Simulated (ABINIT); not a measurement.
# Al3GaN4 (P-43m): RPA correlation energy against the basis, part 2 of 2

Wanted: RPA correlation energy of Al3GaN4 (P-43m), with cost.

ABINIT 10.8.3; PBEsol and many-body steps on it, plane waves.

So far. Step 2 (Empty states on the mesh, 2×2×2 mesh, 301 bands): On this mesh the gap is 3.333 eV. Step 3 (RPA energy: 2×2×2 mesh, 62 bands, screening to 43.5 eV): Local fields lower ε∞ by 4 %. On a Γ-centred mesh this coarse the value itself is usually too large, while a short band sum pulls it down.

## 5. RPA energy: 2×2×2 mesh, 186 bands, screening to 108.8 eV

Level of this step: RPA screening on PBEsol, plane waves, norm-conserving pseudopotentials (ABINIT).

Contents of run.abi:

```
acell 3*1.0 Angstrom
rprim 
  4.401438530000 0.000000000000 0.000000000000
  0.000000000000 4.401438530000 0.000000000000
  0.000000000000 0.000000000000 4.401438530000
ntypat 3
znucl 13 31 7
natom 8
typat 1 1 1 2 3 3 3 3
xred 
  0.500000000000 0.500000000000 0.000000000000
  0.500000000000 0.000000000000 0.500000000000
  0.000000000000 0.500000000000 0.500000000000
  0.000000000000 0.000000000000 0.000000000000
  0.744163430000 0.744163430000 0.255836570000
  0.744163430000 0.255836570000 0.744163430000
  0.255836570000 0.744163430000 0.744163430000
  0.255836570000 0.255836570000 0.255836570000
pp_dirpath "pseudos"
pseudos "Al.upf, Ga.upf, N.upf"
ecut 36
ngkpt 2 2 2
nshiftk 1
shiftk 0 0 0
kptopt 1
chksymbreak 0
istwfk *1
occopt 1
irdwfk 1
optdriver 3
nband 186
ecuteps 4
inclvkb 2
awtr 1
symchi 1
gwcalctyp 1
nfreqre 0
nfreqim 8
gwrpacorr 1
indata_prefix "in"
outdata_prefix "out"
tmpdata_prefix "tmp"
```

The run is started by

```
$ OMP_NUM_THREADS=1 mpirun -n 4 abinit run.abi > log
```

Numbers of over 12 decimals in the logs are rounded to 6 here.

The log of the run:

```text
.Version 10.8.3 of ABINIT. v10.8.2 released Aug 2026.

 Symmetries : space group P-4 3 m (#215); Bravais cP (primitive cubic)
[... echo of the input left out ...]
== DATASET  1 ==================================================================
-   mpi_nproc: 4, omp_nthreads: 1 (-1 if OMP is not activated)

--- !DatasetInfo
iteration_state: {dtset: 1, }
dimensions: {natom: 8, nkpt: 4, mband: 186, nsppol: 1, nspinor: 1, nspden: 1, mpw: 6031, }
cutoff_energies: {ecut:  36.0, pawecutdg:  -1.0, }
[...]
[... chi0 elements left out ...]
  [... further frequencies ...]

 For q-point:  0.000010 0.000020 0.000030
  dielectric constant =   5.7516
  dielectric constant without local fields =   6.2380

  Average fulfillment of the sum rule on Im[epsilon] for q-point    1 :     70.55  [%]
[... wings left out ...]
  q-point number  2        q = ( 0.500000, 0.000000, 0.000000) [r.l.u.]
--------------------------------------------------------------------------------
[... chi0 elements left out ...]
  [... further frequencies ...]

  Average fulfillment of the sum rule on Im[epsilon] for q-point    2 :     75.84  [%]

 [... 2 further q-points ...]
```

Run time: 1.9 min. Hardware: 4 MPI ranks of AMD EPYC 7571, shared host; peak memory 1 GiB.

This step gave:

* ε∞ with local fields, on this mesh, along the program's q direction: 5.752
* the same without local fields: 6.238
* plasma frequency: 26.06 eV
* plane waves in the screening matrix: 251
* RPA correlation energy: -40.73 eV

## 6. RPA energy: 2×2×2 mesh, 275 bands, screening to 144.2 eV

run.abi, as its differences from that of step 5:

```diff
@@ -30,4 +30,4 @@
 optdriver 3
-nband 186
-ecuteps 4
+nband 275
+ecuteps 5.3
 inclvkb 2
```

The log of the run:

```text
.Version 10.8.3 of ABINIT. v10.8.2 released Aug 2026.

 Symmetries : space group P-4 3 m (#215); Bravais cP (primitive cubic)
[... echo of the input left out ...]
== DATASET  1 ==================================================================
-   mpi_nproc: 4, omp_nthreads: 1 (-1 if OMP is not activated)

--- !DatasetInfo
iteration_state: {dtset: 1, }
dimensions: {natom: 8, nkpt: 4, mband: 275, nsppol: 1, nspinor: 1, nspden: 1, mpw: 6031, }
cutoff_energies: {ecut:  36.0, pawecutdg:  -1.0, }
[...]
[... chi0 elements left out ...]
  [... further frequencies ...]

 For q-point:  0.000010 0.000020 0.000030
  dielectric constant =   5.7526
  dielectric constant without local fields =   6.2438

  Average fulfillment of the sum rule on Im[epsilon] for q-point    1 :     81.87  [%]
[... wings left out ...]
  q-point number  2        q = ( 0.500000, 0.000000, 0.000000) [r.l.u.]
--------------------------------------------------------------------------------
[... chi0 elements left out ...]
  [... further frequencies ...]

  Average fulfillment of the sum rule on Im[epsilon] for q-point    2 :     86.39  [%]

 [... 2 further q-points ...]
```

Run time: 3.4 min. Hardware: 4 MPI ranks; peak memory 1.3 GiB.

This step gave:

```
ε∞ with local fields, on this mesh, along the program's q direction : 5.753
the same without local fields                                       : 6.244
plasma frequency                                                    : 26.06 eV
plane waves in the screening matrix                                 : 341
RPA correlation energy                                              : -46.89 eV
```

## 7. RPA energy: 2×2×2 mesh, 110 bands, screening to 136.1 eV, 2 frequencies

run.abi, as its differences from that of step 6:

```diff
@@ -30,4 +30,4 @@
 optdriver 3
-nband 275
-ecuteps 5.3
+nband 110
+ecuteps 5
 inclvkb 2
@@ -37,3 +37,3 @@
 nfreqre 0
-nfreqim 8
+nfreqim 2
 gwrpacorr 1
```

The log of the run:

```text
.Version 10.8.3 of ABINIT. v10.8.2 released Aug 2026.

 Symmetries : space group P-4 3 m (#215); Bravais cP (primitive cubic)
[... echo of the input left out ...]
== DATASET  1 ==================================================================
-   mpi_nproc: 4, omp_nthreads: 1 (-1 if OMP is not activated)

--- !DatasetInfo
iteration_state: {dtset: 1, }
dimensions: {natom: 8, nkpt: 4, mband: 110, nsppol: 1, nspinor: 1, nspden: 1, mpw: 6031, }
cutoff_energies: {ecut:  36.0, pawecutdg:  -1.0, }
[...]
[... chi0 elements left out ...]
  [... further frequencies ...]

 For q-point:  0.000010 0.000020 0.000030
  dielectric constant =   5.7320
  dielectric constant without local fields =   6.2215

  Average fulfillment of the sum rule on Im[epsilon] for q-point    1 :     53.64  [%]
[... wings left out ...]
  q-point number  2        q = ( 0.500000, 0.000000, 0.000000) [r.l.u.]
--------------------------------------------------------------------------------
[... chi0 elements left out ...]
  [... further frequencies ...]

  Average fulfillment of the sum rule on Im[epsilon] for q-point    2 :     60.58  [%]

 [... 2 further q-points ...]
```

Elapsed: 43 s, on 4 MPI ranks; peak memory 0.92 GiB.

This step gave:

| Quantity | Value |
| --- | --- |
| ε∞ with local fields, on this mesh, along the program's q direction | 5.732 |
| the same without local fields | 6.221 |
| plasma frequency | 26.06 eV |
| plane waves in the screening matrix | 305 |
| RPA correlation energy | -34.89 eV |

## 8. The rungs together

Times are wall times on 4 MPI ranks of AMD EPYC 7571, shared host, good to a factor of about two.

```csv
bands,cutoff (eV),plane waves,frequencies,E_c (eV/atom),time
62,43.5,57,8,-2.269,20 s
110,70.7,123,8,-3.754,43 s
186,108.8,251,8,-5.091,1.9 min
275,144.2,341,8,-5.861,3.4 min
110,136.1,305,2,-4.362,43 s
```

## 9. What came out

```
2×2×2 mesh, 62 bands, screening to 43.5 eV   : -2.269 eV/atom
2×2×2 mesh, 110 bands, screening to 70.7 eV  : -3.754 eV/atom
2×2×2 mesh, 186 bands, screening to 108.8 eV : -5.091 eV/atom
2×2×2 mesh, 275 bands, screening to 144.2 eV : -5.861 eV/atom
limit by the two highest rungs               : -7.33 eV/atom
```

What this shows: Rows off the diagonal of bands and cutoff are checks and stay out of the ladder. The energy is still falling: −0.770 eV/atom over the last rung. A line in cutoff^(−3/2) puts the limit near -7.33 eV/atom, 25 % beyond the top rung; the pair below gives -6.56, so the estimate is rough. The value holds the valence electrons of these pseudopotentials alone, on one mesh; differences between structures converge far faster than the total.

[Paths, hosts, dates, memory and timing lines, banners, echoed tables and standing remarks are left out of the program output.]

[Logs are printed without paths, hosts, clocks, repeated set-up lines and the standing remarks that a program may print on its own settings, such as how far it seeks lower states.]

[Runs of the session that timed out or met a known fault of the program may be left out.]

[Hosts, paths, dates, database ids (printed as entryN), source tags and the programs' standing remarks are cut or masked in the printed files.]

[G0W0 gaps are taken among the corrected bands and points alone; a level outside them can change the order at an edge.]

[Where Ansatz stands beside ABINIT at settings called matched, ABINIT's density can come from a denser mesh and the files from another edition; pairs whose starting gaps differed by over 0.03 eV were left out, so agreement reads better than it is.]
